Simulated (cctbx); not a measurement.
# Lattice, Laue class and space group of a new crystal

Cell: a = 6.2080 Å, b = 6.2080 Å, c = 12.1680 Å, α = 90.00°, β = 90.00°, γ = 120.00°. Expected content of the cell: Tb3 Cd11 Al4.

Simulated single-crystal data (cctbx): synchrotron X-rays, λ = 0.7749 Å, to d = 0.65 Å, 50 % of the full sphere, strongest reflection 70000 counts, noise from counting, a 6 % proportional error and a noise floor of 8 counts (s.d.); no absorption, some extinction.

A first pass over the reflections prints:

```text
3035 reflections to d = 0.652 A
centring   violations  <I/sigma> of those
    A       1260 of  1534     11.4
    B       1212 of  1506     11.3
    C       1188 of  1480     10.8
    I       1207 of  1491     11.3
    R       1747 of  2046     11.6
    F       1830 of  2260     11.1
Laue class    unique    Rint  (classes that these axes allow; Friedel mates merged)
P -1             2279   0.037
P 1 1 2/m        1469   0.040
P -3             1025   0.044
P -3 1 m          592   0.047
P -3 m 1          638   0.046
P 6/m             550   0.047
P 6/m m m         372   0.048
space group    extra absences  I>4sigma  <I/sigma>
P 6 2 2                 0          0         -  acentric
P 6 m m                 0          0         -  acentric
P -6 m 2                0          0         -  acentric
P -6 2 m                0          0         -  acentric
P 6/m m m               0          0         -  centric
Wilson B = 0.55 A^2   <|E^2-1|> = 0.854 (0.968 centric, 0.736 acentric)   E^2>4: 1.6 %
shell (A)         n   <I/sigma>
12.17 - 1.30     64     26.6
 1.30 - 1.03     45     31.8
 1.03 - 0.90     45     33.5
 0.90 - 0.82     46     28.5
 0.82 - 0.76     42     26.2
 0.76 - 0.72     46     31.5
 0.72 - 0.68     38     30.6
 0.68 - 0.65     46     31.9
```

**Question.** What are the lattice type, the Laue class and the likely space group?

Every centring test has many violations, so the lattice is primitive.

Rint stays low (0.037 to 0.048) up to P 6/m m m, the highest class in these axes.

5 settings pass the absence test. No glide or screw absences show, which leaves P 6 2 2, P 6 m m, P -6 m 2, P -6 2 m and P 6/m m m.

⟨|E²−1|⟩ = 0.854 lies between the two ideal values. The Wilson B of 0.55 Å² means U ≈ 0.0070 Å².

The true group is P6/mmm (no. 191), Laue class 6/mmm, centrosymmetric. The tables only narrow the choice to the tied entries; cell content, site symmetry and trial solutions must settle it.

The model is made up (kin elements in a known structure type, no relaxation), so it says nothing on whether the phase exists.

[Logs are printed without paths, hosts, clocks, repeated set-up lines and the standing remarks that a program may print on its own settings, such as how far it seeks lower states.]
